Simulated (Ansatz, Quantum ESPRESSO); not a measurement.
# Aluminum (Fm-3m): phonons and their coupling to the electrons, part 3 of 4

Wanted: the coupling constant λ of Aluminum (Fm-3m) at ambient pressure.

Quantum ESPRESSO 7.5; DFT PBE, scalar-relativistic, plane waves, PseudoDojo norm-conserving pseudopotentials.

So far. Step 7 (Linear response on the mesh): The acoustic modes at Γ come out as far as 0.2 cm⁻¹ from zero, where they should vanish, a small numerical error. Step 9 (Dispersion): All branches are real along the path. The relaxed cell has a = 4.033 Å (conventional setting).

### 10. Density of states

Sums over the zone need many more wavevectors than were solved, so the interpolation is sampled on a dense mesh.

File matdyn.in:

```
&input
   asr = 'crystal'
   flfrc = 'x.fc'
   dos = .true.
   fldos = 'x.dos'
   nk1 = 19
   nk2 = 19
   nk3 = 19
   deltaE = 1.0
   la2F = .true.
/
```

Run with:

```console
matdyn.x -in matdyn.in > matdyn.out
```

Numbers of over 12 decimals in the logs are rounded to 6 here.

The program printed:

```text
[banner, memory and clock lines left out]
Program MATDYN v.7.5

 mass for atomic type   1 not given; uses mass from file x.fc
 Norm of the difference between old and new effective charges:    0.000000

 Norm of the difference between old and new force-constants:   1.94856e-08

     Message from routine matdyn:
     Z* not found in file x.fc, TO-LO splitting at q=0 will be absent!
 Norm of the difference between old and new effective charges:    0.000000

 Norm of the difference between old and new force-constants:   1.08253e-08

 Norm of the difference between old and new effective charges:    0.000000

 Norm of the difference between old and new force-constants:   2.07002e-05

 Norm of the difference between old and new effective charges:    0.000000

 Norm of the difference between old and new force-constants:   6.42439e-05

 Norm of the difference between old and new effective charges:    0.000000

 Norm of the difference between old and new force-constants:   0.000105287

 Norm of the difference between old and new effective charges:    0.000000

 Norm of the difference between old and new force-constants:   0.000152691

 Norm of the difference between old and new effective charges:    0.000000

 Norm of the difference between old and new force-constants:   0.000202518

 Norm of the difference between old and new effective charges:    0.000000

 Norm of the difference between old and new force-constants:   0.00025897

 Norm of the difference between old and new effective charges:    0.000000

 Norm of the difference between old and new force-constants:   0.000332874

 Norm of the difference between old and new effective charges:    0.000000

 Norm of the difference between old and new force-constants:   0.000431073

 Norm of the difference between old and new effective charges:    0.000000

 Norm of the difference between old and new force-constants:   0.000552752

Note: The following floating-point exceptions are signalling: IEEE_UNDERFLOW_FLAG
```

Wall time 23 s (1 thread of Arm Neoverse N1, shared host).

Numbers from this step:

```yaml
share_of_modes_beyond_3i_cm_minus1_on_the_dense_interpolated_mesh: 0
electron_phonon_coupling_constant: 0.3955
logarithmic_mean_frequency_weighted_by_the_coupling: 321.6 K
zero_point_energy_per_atom: 39.22 meV
heat_capacity_at_300_k: 22.79 J/(mol atoms K)
vibrational_entropy_at_300_k: 27.00 J/(mol atoms K)
```

Tetrahedra. Phonon density of states against wavenumber; read off at these points:

```csv
wavenumber (cm⁻¹),phonon density of states (1/cm⁻¹/cell)
0.0,0
10.0,1.0e-5
20.0,3.0e-5
30.0,1.6e-4
40.0,2.9e-4
50.0,5.2e-4
60.0,8.2e-4
70.0,0.00115
80.0,0.00163
90.0,0.00221
100.0,0.00307
110.0,0.0041
120.0,0.00567
130.0,0.0081
140.0,0.0133
150.0,0.0174
160.0,0.0185
170.0,0.0191
180.0,0.0197
190.0,0.0206
196.0,0.0216
200.0,0.0185
210.0,0.0134
220.0,0.01
230.0,0.0101
240.0,0.0102
250.0,0.0100
260.0,0.00983
270.0,0.00576
280.0,0.0123
290.0,0.0269
294.0,0.0291
300.0,0.0192
310.0,0.0106
320.0,0.0019
```

Harmonic thermodynamic functions per atom, summed over the density of states scaled to three modes an atom; melting is ignored. Thermodynamic functions:

```csv
T (K),F_vib (meV/atom),S (J/mol-atom/K),C_V (J/mol-atom/K)
0,39.22,0,0
50,39.09,1.11,3.523
100,37.25,6.452,12.54
200,24.26,18.18,20.48
300,0.61,27,22.79
400,-30.99,33.7,23.7
500,-68.78,39.04,24.13
600,-111.6,43.46,24.38
700,-158.7,47.23,24.52
800,-209.3,50.52,24.62
900,-263.2,53.42,24.69
1000,-320,56.02,24.74
```

λ by broadening:

```csv
broadening (Ry),lambda,N(E_F) (states/spin/Ry/cell),ω_log (K)
0.005,0.4012,2.56,336
0.01,0.3847,2.672,320.7
0.015,0.3915,2.703,320.8
0.02,0.3955,2.709,321.6
0.025,0.3956,2.713,321.2
0.03,0.3955,2.717,320
0.035,0.3963,2.72,318.6
0.04,0.3976,2.722,317.2
0.045,0.3993,2.723,316.1
0.05,0.4009,2.723,315.1
```

Gaussian broadening 0.02 Ry. The alpha^2 F by phonon energy; read off at these points:

```csv
phonon energy (meV),alpha^2 F
2.0,0
4.0,2.2e-4
6.0,7.9e-4
8.0,0.00240
10.0,0.00515
12.0,0.0104
14.0,0.0188
16.0,0.0359
18.0,0.0921
20.0,0.117
22.0,0.165
24.0,0.237
24.4,0.264
26.0,0.182
28.0,0.184
30.0,0.220
32.0,0.248
32.3,0.252
34.0,0.193
36.0,0.756
36.5,0.804
38.0,0.333
```

At 300 K the heat capacity has reached 91 % of the Dulong-Petit value.

### 11. The same in Ansatz

A second program on the same cell, potentials, cutoff and meshes tests the implementation of the phonon response, not its convergence. Its couplings are summed in its own way. Its k mesh is centred on Γ.

This step: DFT PBE, scalar-relativistic, plane waves, PseudoDojo norm-conserving pseudopotentials (Ansatz 0.2.0).

File input.yaml:

```yaml
crystal:
  lattice:
    - [0.0, 2.016614069, 2.016614069]
    - [2.016614069, 0.0, 2.016614069]
    - [2.016614069, 2.016614069, 0.0]
  atoms:
    - { symbol: Al, position: [0.0, 0.0, 0.0] }
kpoints:
  mp_grid: { grid: [16, 16, 16] }
hamiltonian:
  xc: pbe
  pseudopotentials: { kind: nc, accuracy: standard }
scf:
  occupations: { method: cold, width: 0.27211 }
output:
  eigenvalues: true
basis:
  ecutwfc: 435.382
phonons:
  method: dfpt
  qmesh: [4, 4, 4]
  temperatures: { t_max: 1000, t_step: 50 }
  qpath:
    path:
      - [[0.0, 0.0, 0.0], [0.5, 0.0, 0.5], [0.625, 0.25, 0.625]]
      - [[0.375, 0.375, 0.75], [0.0, 0.0, 0.0], [0.5, 0.5, 0.5], [0.5, 0.25, 0.75], [0.5, 0.0, 0.5]]
    npoints: 12
  electrical_resistivity: { temperatures: [77, 300], mesh: [32, 32, 32] }
```

Run with:

```console
ansatz run input.yaml --threads 4 --pin off --max-ram 8192MiB --backend cpu --events-out ev --progress --plain --runs-dir out
```

The program printed:

```text
Warning: basis.ecutwfc = 435.382 eV is below the records' recommended 544.227725 eV, and the density's cutoff is lower with it unless basis.ecutrho_ratio is high enough to keep the records' density cutoff: compare with a run at a higher cutoff
Engine: ansatz 0.2.0, aarch64-unknown-linux-gnu
Pseudopotentials: kind: nc
Pseudopotential: Al, nc, valence charge 3, recommended cutoff 544.227725 eV (normal), Al.nc.azcp (PseudoDojo's, or run here from an input of PseudoDojo's; its table is named by hamiltonian.pseudopotentials.accuracy)
Functional definition: PBE
  parameter kappa = 0.804
  parameter beta = 0.066725
  exchange = pbe_x(kappa = kappa, mu = beta*pi^2/3)
  correlation = pbe_c(beta = beta)
Crystal: 1 atoms, lattice volume = 16.402 Å³
Basis set: ecut = 435.382 eV, 331 PW (Γ), exchange–correlation on 40×40×40 points (8 copies of the dense FFT grid, shifted against one another)
Bands: 6, of which v1, the nominal top of the filled ones, is band 2 counted from 1 (1 counted from 0)
Symmetry: 48 space group operations
k-points: 145 of 4096
Non-local potential: Al, projectors of the file, l = 0: 2, l = 1: 2, l = 2: 2
Initial density: superposition of atomic densities (chi_scale 0.1, normalization cell)
Initial wavefunctions: pseudopotential atomic-orbital guess
Functional: x = pbe(κ = 0.804, μ = 0.219515), c = pbe(β = 0.066725)
SCF iter   1: F=—  HF=-63.088556 eV  |F-HF|=—  |Δ(HF+E_count)|=         —  Δρ=2.20e-2  dr2=7.88e-2  ethr=3.10e-3  ⟨swp⟩=4.6  Hψ=7230  notcnv=0
preconditioner: auto → none  [metal: Δε(μ)=0.115 eV  Ē_g=13.304 eV  σ=0.272 eV  W_gap=0.27  n_scr=0 (ndim 8)  ℏωp=15.9 eV  f_vac=0.000  D(μ)=0.32/eV (n_scr^D=0)]
SCF iter   2: F=—  HF=-63.071985 eV  |F-HF|=—  |Δ(HF+E_count)|=   1.66e-2  S|Δr|=    0.00e0  Δρ=1.05e-2  dr2=1.77e-2  ethr=2.63e-3  ⟨swp⟩=1.0  Hψ=2030  notcnv=0
SCF iter   3: F=—  HF=-63.067124 eV  |F-HF|=—  |Δ(HF+E_count)|=   4.86e-3  S|Δr|=    0.00e0  Δρ=1.98e-4  dr2=6.59e-6  ethr=5.92e-4  ⟨swp⟩=1.0  Hψ=812  notcnv=0
SCF iter   4: F=—  HF=-63.067138 eV  |F-HF|=—  |Δ(HF+E_count)|=   1.44e-5  S|Δr|=    0.00e0  Δρ=1.93e-5  dr2=1.59e-8  ethr=2.20e-7  ⟨swp⟩=2.2  Hψ=1071  notcnv=0
SCF iter   5: F=—  HF=-63.067138 eV  |F-HF|=—  |Δ(HF+E_count)|=   1.03e-7  S|Δr|=    0.00e0  Δρ=3.23e-6  dr2=6.98e-10  ethr=5.29e-10  ⟨swp⟩=2.1  Hψ=1034  notcnv=0
SCF iter   6: F=-63.067138 eV  HF=-63.067138 eV  |F-HF|=1.47e-12  |Δ(HF+E_count)|=  8.35e-10  S|Δr|=    0.00e0  Δρ=1.54e-7  dr2=3.79e-12  ethr=1.00e-12  ⟨swp⟩=5.9  Hψ=3882  notcnv=0
SCF 1 converged in 6 iterations: F = -63.067138 eV  dr2 = 3.79e-12
NSCF: frozen V_eff on 145 k-points
WARN: eigensolver did not converge in 2 slots of this pass, the one above among them; of largest residual over every band (k=10): 1 band(s) unlocked (lowest unlocked band 5, counted from 0; max residual 2.73e-5 eV among the unlocked bands, 2.73e-5 eV over every band); of lowest unlocked band (k=10): band 5
NSCF: frozen V_eff on 349 k-points
DFPT response loops at q = (0, 0, 0) (fractional): preconditioner auto → Kerker (q_TF=auto, 2.056 Å⁻¹) (partly filled bands, converged f_vac=0.000); β = 1.00, the filter's whole step (`scf.mixing.beta` (0.50) is not read by the response loops under this deck's `scf.mixing.preconditioner`; to damp them name `kerker` or `kerker_dos`, under which they read `scf.mixing.beta`, and type it under 1.00, their step now; both keys bind the ground state too); Broyden in place of MSR1
NSCF: frozen V_eff on 4352 k-points
DFPT response loops at q = (0, 0, 0.25) (fractional): mixed as the last ones told, above
NSCF: frozen V_eff on 2196 k-points
DFPT response loops at q = (0, 0, -0.5) (fractional): mixed as the last ones told, above
NSCF: frozen V_eff on 2320 k-points
DFPT response loops at q = (0, 0.25, 0.25) (fractional): mixed as the last ones told, above
NSCF: frozen V_eff on 8192 k-points
DFPT response loops at q = (0, 0.25, -0.5) (fractional): mixed as the last ones told, above
NSCF: frozen V_eff on 4352 k-points
DFPT response loops at q = (0, 0.25, -0.25) (fractional): mixed as the last ones told, above
NSCF: frozen V_eff on 1242 k-points
DFPT response loops at q = (0, -0.5, -0.5) (fractional): mixed as the last ones told, above
NSCF: frozen V_eff on 2320 k-points
DFPT response loops at q = (0.25, -0.5, -0.25) (fractional): mixed as the last ones told, above
SCF iter   1: F=—  HF=-63.088556 eV  |F-HF|=—  |Δ(HF+E_count)|=         —  Δρ=2.20e-2  dr2=7.88e-2  ethr=3.10e-3  ⟨swp⟩=4.6  Hψ=7230  notcnv=0
SCF iter   2: F=—  HF=-63.071985 eV  |F-HF|=—  |Δ(HF+E_count)|=   1.66e-2  S|Δr|=    0.00e0  Δρ=1.05e-2  dr2=1.77e-2  ethr=2.63e-3  ⟨swp⟩=1.0  Hψ=2030  notcnv=0
SCF iter   3: F=—  HF=-63.067124 eV  |F-HF|=—  |Δ(HF+E_count)|=   4.86e-3  S|Δr|=    0.00e0  Δρ=1.98e-4  dr2=6.59e-6  ethr=5.92e-4  ⟨swp⟩=1.0  Hψ=812  notcnv=0
SCF iter   4: F=—  HF=-63.067138 eV  |F-HF|=—  |Δ(HF+E_count)|=   1.44e-5  S|Δr|=    0.00e0  Δρ=1.93e-5  dr2=1.59e-8  ethr=2.20e-7  ⟨swp⟩=2.2  Hψ=1071  notcnv=0
SCF iter   5: F=—  HF=-63.067138 eV  |F-HF|=—  |Δ(HF+E_count)|=   1.03e-7  S|Δr|=    0.00e0  Δρ=3.23e-6  dr2=6.98e-10  ethr=5.29e-10  ⟨swp⟩=2.1  Hψ=1034  notcnv=0
SCF iter   6: F=-63.067138 eV  HF=-63.067138 eV  |F-HF|=1.46e-12  |Δ(HF+E_count)|=  8.35e-10  S|Δr|=    0.00e0  Δρ=1.54e-7  dr2=3.79e-12  ethr=1.00e-12  ⟨swp⟩=1.9  Hψ=2269  notcnv=0
SCF 2 converged in 6 iterations: F = -63.067138 eV  dr2 = 3.79e-12
NSCF: frozen V_eff on 145 k-points
NSCF: frozen V_eff on 897 k-points
SCF converged after 6 iterations
Stability not checked: this state was not tested for a lower state beside it, because cold or Methfessel-Paxton smearing, or corrected tetrahedra, fill the levels in a way that the test cannot read (fill_not_monotonic; see scf.lower_state_search)
Free energy (F): -63.067138 eV
Harris-Foulkes:  -63.067138 eV  (|F-HF|=1.47e-12)
Internal energy: -63.067157 eV  (E = F + TS)
E sigma→0 (E₀):  -63.067144 eV
Entropy (-TS):   0.000019 eV (0.019 meV/atom)
Fermi energy:    8.029501 eV
--- Per-component energies (eV) ---
  E_band       = 10.640621
  E_kinetic    = 23.313252
  E_local      = 6.444746  (includes V_loc(G=0)·N_el)
  E_nonlocal   = 10.253906
  E_hartree    = 0.100306
  E_xc         = -29.518334
  E_vxc        = -29.571893  (∫ρ·V_xc dr)
  E_ewald      = -73.661032
  E_smearing   = 0.000019  (= −TS)
  E_closure    = -0.000000  (closes the sum)
  Σ components = -63.067138   (vs F -63.067138, Δ=0.00e0)
--- Band table (eV; the first three rows and the last of 145) ---
  k-point 0: bands = ["-3.1882", "20.6459", "20.6459", "20.6459", "22.1964", "22.1964"]
  k-point 1: bands = ["-3.0816", "18.8659", "20.2809", "20.2809", "22.7268", "22.7268"]
  k-point 2: bands = ["-2.7623", "16.3433", "19.7148", "19.7148", "22.7756", "23.7278"]
  k-point 144: bands = ["7.1384", "7.1384", "8.1527", "9.1358", "23.8724", "23.8724"]
--- Phonons (Γ-DFPT): 1 representative perturbation + reference (Σ response iterations 4) ---
  ASR residual: 1.025e-4 → 0.000e0 eV/Å²; symmetrization residual: 2.711e-20 eV/Å²
  ASR residual per site (eV/Å²): 1.03e-4
  Γ frequencies (cm⁻¹): 0.00 0.00 0.00
--- Phonons (arbitrary-q DFPT): 8 irreducible q on the 4×4×4 mesh ---
  q = [0.0000, 0.0000, 0.0000] (star 1, of the zone-centre solve; hermiticity 2.16e-27, symmetrization 7.93e-16): 0.00 0.00 0.00
  q = [0.0000, 0.0000, 0.2500] (star 8, 1 solved perturbation on 2176 of 4096 k-point pairs; hermiticity 7.79e-13, symmetrization 3.94e-13, the responses' own estimated error 8.3e-8 eV/Å²): 111.80 111.80 231.72
  q = [0.0000, 0.0000, -0.5000] (star 4, 1 solved perturbation on 1098 of 4096 k-point pairs; hermiticity 1.34e-10, symmetrization 6.72e-11, the responses' own estimated error 1.0e-7 eV/Å²): 140.26 140.26 321.91
  q = [0.0000, 0.2500, 0.2500] (star 6, 2 solved perturbations in 1808 linear systems a pass and spin channel, the states on 1160 of 4096 k-point pairs; hermiticity 2.06e-13, symmetrization 1.36e-13, the responses' own estimated error 1.2e-7 eV/Å²): 140.11 140.11 242.67
  q = [0.0000, 0.2500, -0.5000] (star 24, 2 solved perturbations in 6272 linear systems a pass and spin channel, the states on 4096 of 4096 k-point pairs; hermiticity 1.30e-10, symmetrization 5.24e-11, the responses' own estimated error 1.2e-7 eV/Å²): 173.57 221.92 296.06
  q = [0.0000, 0.2500, -0.2500] (star 12, 2 solved perturbations in 3336 linear systems a pass and spin channel, the states on 2176 of 4096 k-point pairs; hermiticity 1.37e-12, symmetrization 8.60e-13, the responses' own estimated error 1.2e-7 eV/Å²): 155.46 217.48 277.39
  q = [0.0000, -0.5000, -0.5000] (star 3, 2 solved perturbations in 970 linear systems a pass and spin channel, the states on 621 of 4096 k-point pairs; hermiticity 2.05e-11, symmetrization 1.63e-11, the responses' own estimated error 1.4e-7 eV/Å²): 197.86 197.86 320.22
  q = [0.2500, -0.5000, -0.2500] (star 6, 2 solved perturbations in 1749 linear systems a pass and spin channel, the states on 1160 of 4096 k-point pairs; hermiticity 1.32e-11, symmetrization 6.60e-12, the responses' own estimated error 1.2e-7 eV/Å²): 218.36 271.47 271.47
  sum rule: each row above includes the acoustic sum rule's correction from the zone centre's row sums; it moved no ω² by more than (1.02 cm⁻¹)²
  mesh force constants: q→R imaginary residual 0.00e0; ASR residual 1.025e-4 → 0.000e0 eV/Å²; symmetrization residual 8.882e-16 eV/Å²
  interpolated dispersion: 74 rows × 3 modes
  density of states and harmonic sums: on the 28×28×28 q-mesh, interpolated from the force constants of a 4×4×4 supercell (no non-analytic term)
  largest difference from the sums on the solved wave vectors: F 9.40e-3 eV, S 1.34e-5 and C_V 4.03e-6 eV/K
  zero-point energy: 0.039223 eV/cell   skipped modes (ω ≤ 0): 3   left out of the sums: 4.56e-5 of the cell's modes: C_V's classical limit lies that fraction below 3 k_B per atom; for a crystal, a wire or a layer, F and S can be off by more, and a phonons.interpolated_qmesh denser along its periods is the remedy for the sampling
--- Electrical resistivity: potentials and phonons of a 4×4×4 supercell ---
  scattering by harmonic phonons alone, with no dipole-dipole term; scattering by other electrons, impurities, surfaces and spin disorder is left out, and so is spin–orbit coupling
  the resistivity is that of a variational response, whose dependence on the energy is improved iteratively
  at the Fermi level of each mesh (of a tensor a third of its trace):
           mesh   spin    states/(eV spin)  plasma energy (eV)         λ      λ_tr    ħω_log (meV)
       32×32×32                     0.2005             12.4166    0.4273    0.3463          24.406
       16×16×16                     0.1893             12.3682    0.4094    0.3274          25.013
          8×8×8                     0.1927             12.2528    0.4094    0.3322          25.720
  resistivity on the deck's mesh, µΩ·cm:
     T (K)       trace/3  mesh converged            xx            yy            zz    lowest order   relaxation time
     77.00     2.0557e-1              no     2.0557e-1     2.0557e-1     2.0557e-1       2.6407e-1         2.1866e-1
    300.00      2.4471e0              no      2.4471e0      2.4471e0      2.4471e0        2.4882e0          2.9679e0
  mean free path at 77 K (of a tensor a third of its trace): 319 nm by what each carries, 247 by the Fermi surface alone
  Hall coefficient in a weak field at 77 K (a third of the trace): -2.782e-11 m³/C (as a tensor it moves by 5.1 % between the two finest meshes); by each state's relaxation time: -3.407e-11 m³/C; by a constant relaxation time: -1.695e-11 m³/C
  mean free path at 300 K (of a tensor a third of its trace): 22.1 nm by what each carries, 20.8 by the Fermi surface alone
  Hall coefficient in a weak field at 300 K (a third of the trace): -2.977e-11 m³/C (as a tensor it moves by 1.1 % between the two finest meshes); by each state's relaxation time: -3.607e-11 m³/C; by a constant relaxation time: -1.669e-11 m³/C
  the resistivity times a path that all electrons share, by the Fermi surface of the deck's mesh alone (a third of the trace): 5.079e-16 Ω·m²
  not converged in the mesh (λ; λ_tr; the resistivity at 77 K by 5.66 %; the resistivity at 300 K by 4.68 %): between neighbouring meshes, the two finest first, λ moves by 4.20 % and 0.00 %, λ_tr by 5.46 % and 1.46 % and the resistivity by up to 5.66 % and 2.74 %; an estimate, no bound, puts it up to 4.1e-7 % above the Boltzmann equation's exact value after up to 4 iterations (at most 30 are made, fewer where the estimate is under 1.0e-6 % of each spin channel's own resistivity)
  vibrations of 64 cells: unjudged by the run; compare a larger repeat
  the changes of the potential over all sites missed a rigid shift's by 0.00 % (the site terms' by 0.00 %)
  at the force constants' own smearing the fine mesh and the k-points of their solves give squared frequencies that differ by 8.1 % of the larger at the most, at (0, 0.25, 0.25)
```

It took 2.7 min on 4 threads; peak memory 1.8 GiB; 10 min of CPU time.

This step gave:

```yaml
sum_rule_residual_before_enforcement: 1.03e-4 eV/Å²
electron_phonon_coupling_constant: 0.4273
logarithmic_mean_frequency_weighted_by_the_coupling: 283.2 K
vibrational_entropy_at_300_k: 27.03 J/(mol atoms K)
```

[end of part 3 of 4]

[Host names and launcher messages were left out of these logs when they were recorded.]

[Logs are printed without paths, hosts, clocks, repeated set-up lines and the standing remarks that a program may print on its own settings, such as how far it seeks lower states.]

[Hosts, paths, dates, database ids (printed as entryN), source tags and the programs' standing remarks are cut or masked in the printed files.]
